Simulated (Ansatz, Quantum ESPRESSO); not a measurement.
# Equation of state of fcc Rh

How stiff is fcc Rh under hydrostatic load? Each row relaxes cell and atoms at a set pressure. The phase is followed to these pressures whether or not it stays the stable one.

Calculated with Ansatz 0.2.0, PBEsol, PAW files of the set soft_1, cutoff 600 eV, Fermi–Dirac smearing 0.05 eV, k-mesh 20×20×20, no spin polarisation, no spin-orbit coupling.

Reference cell, relaxed at zero pressure with PBEsol (Fm-3m): a = 2.6729 Å, b = 2.6729 Å, c = 2.6729 Å, α = 60.00°, β = 60.00°, γ = 60.00°.

```
atom       x       y       z
  Rh  0.0000  0.0000  0.0000
```

| V (Å³/atom) | V/V0 | P (GPa) | E − E0 (meV/atom) |
| --- | --- | --- | --- |
| 13.6943 | 1.0141 | −4.000 | 2.4 |
| 13.2859 | 0.9839 | 4.997 | 3.3 |
| 13.0877 | 0.9692 | 10.000 | 12.6 |
| 12.9058 | 0.9557 | 15.001 | 26.7 |
| 12.7376 | 0.9433 | 20.003 | 45.1 |

V0 = 13.5035 Å³ an atom, where the residual pressure P0 is −0.002 GPa. **Question.** Fit the Birch–Murnaghan law and give the pressure and the energy at V = 12.4349 Å³ an atom, a row left out above.

With the Eulerian strain f = ½[(V0/V)^(2/3) − 1] and F = (P − P0)/[3f(1 + 2f)^(5/2)], the third-order law is the line F = B0 + (3/2) B0 (B′ − 4) f.

| f | F (GPa) |
| --- | --- |
| 0.01985 | 304.82 |
| 0.01532 | 302.70 |
| 0.01053 | 300.40 |
| 0.00544 | 297.88 |
| −0.00466 | 293.05 |

A straight line through the 5 rows: the means are 0.009296 for f and 299.77 for F, Σ(Δx)² = 0.0003588 and ΣΔxΔy = 0.1728, so the slope is 0.1728/0.0003588 = 481.55 and the intercept 299.77 − (481.55)(0.009296) = 295.29.

Hence B0 = 295.3 GPa and B′ = 4 + (481.5)/(1.5 × 295.3) = 5.09. For the withheld volume f = 0.02825, F = 308.90 GPa and P = 30.03 GPa, an extrapolation past the fitted rows. The run itself gives 30.01 GPa, so the estimate misses by 0.02 GPa, more than the largest misfit of the fitted rows (0.00 GPa).

Integrating the same law gives E − E0 = (9/2) B0 V0 f²[1 + (B′ − 4) f] + P0(V0 − V), with 1 GPa Å³ = 6.2415 meV: 92.1 meV an atom. The run itself gives 92.1 meV, so the estimate misses by 0.0 meV, a rounding's worth.

The same fit over all rows at other levels or in other programs gives B0 = 296 GPa with PBEsol (Quantum ESPRESSO, GBRV).

[Logs are printed without paths, hosts, clocks, repeated set-up lines and the standing remarks that a program may print on its own settings, such as how far it seeks lower states.]
